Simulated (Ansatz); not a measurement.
Planning a run of Ansatz 0.2.0 on KSrCeSbO6 (F-43m). The input:

```yaml
crystal:
  lattice:
    - [0.0, 4.1475210826, 4.1475210826]
    - [4.1475210826, 0.0, 4.1475210826]
    - [4.1475210826, 4.1475210826, 0.0]
  atoms:
    - { symbol: K, position: [0.75, 0.75, 0.75] }
    - { symbol: Sr, position: [0.25, 0.25, 0.25] }
    - { symbol: Ce, position: [0.0, 0.0, 0.0] }
    - { symbol: Sb, position: [0.5, 0.5, 0.5] }
    - { symbol: O, position: [0.7378337286, 0.2621662714, 0.2621662714] }
    - { symbol: O, position: [0.2621662714, 0.7378337286, 0.7378337286] }
    - { symbol: O, position: [0.7378337286, 0.7378337286, 0.2621662714] }
    - { symbol: O, position: [0.2621662714, 0.2621662714, 0.7378337286] }
    - { symbol: O, position: [0.2621662714, 0.7378337286, 0.2621662714] }
    - { symbol: O, position: [0.7378337286, 0.2621662714, 0.7378337286] }
kpoints:
  mp_grid: { grid: [4, 4, 4] }
  band_path:
    path:
      - [0.0, 0.0, 0.0]
      - [-0.5, -0.5, 0.0]
      - [-0.375, -0.375, 0.25]
      - [-0.375, 0.0, 0.375]
      - [0.0, 0.0, 0.5]
      - [-0.5, -0.25, 0.25]
    npoints: 1
hamiltonian:
  xc: hse06
  pseudopotentials: { kind: paw, azcp: { folder: soft_1 } }
scf:
  occupations: { method: fixed }
  n_extra_bands: 7
output:
  eigenvalues: true
```

```sh
ansatz run input.yaml --threads 2 --pin off --max-ram 92160MiB --backend cuda --events-out ev --progress --plain --runs-dir out --devices 1 --max-vram 13GiB
```

Q: Estimate wall time and host memory on 1 × NVIDIA H100 80GB HBM3 (shared by 6 runs) with 2 threads of AMD EPYC 7R13 (Zen 3), shared host.

It took 41 s; on shared hardware allow 20 s to 82 s. Peak host memory was 1.4 GiB. The sizes that set the cost: 2741 plane waves a state, 8 irreducible k points and 21 SCF cycles.

Exact exchange couples every pair of k points and filled bands, so it costs far more than a semilocal run.

[Paths, hosts, dates, memory and timing lines, banners, echoed tables and standing remarks are left out of the program output.]

[Logs are printed without paths, hosts, clocks, repeated set-up lines and the standing remarks that a program may print on its own settings, such as how far it seeks lower states.]

[Runs of the session that timed out or met a known fault of the program may be left out.]

[Cells called generated may have been cut or substituted from an entry of the Crystallography Open Database or the Materials Project.]

[Hosts, paths, dates, database ids (printed as entryN), source tags and the programs' standing remarks are cut or masked in the printed files.]
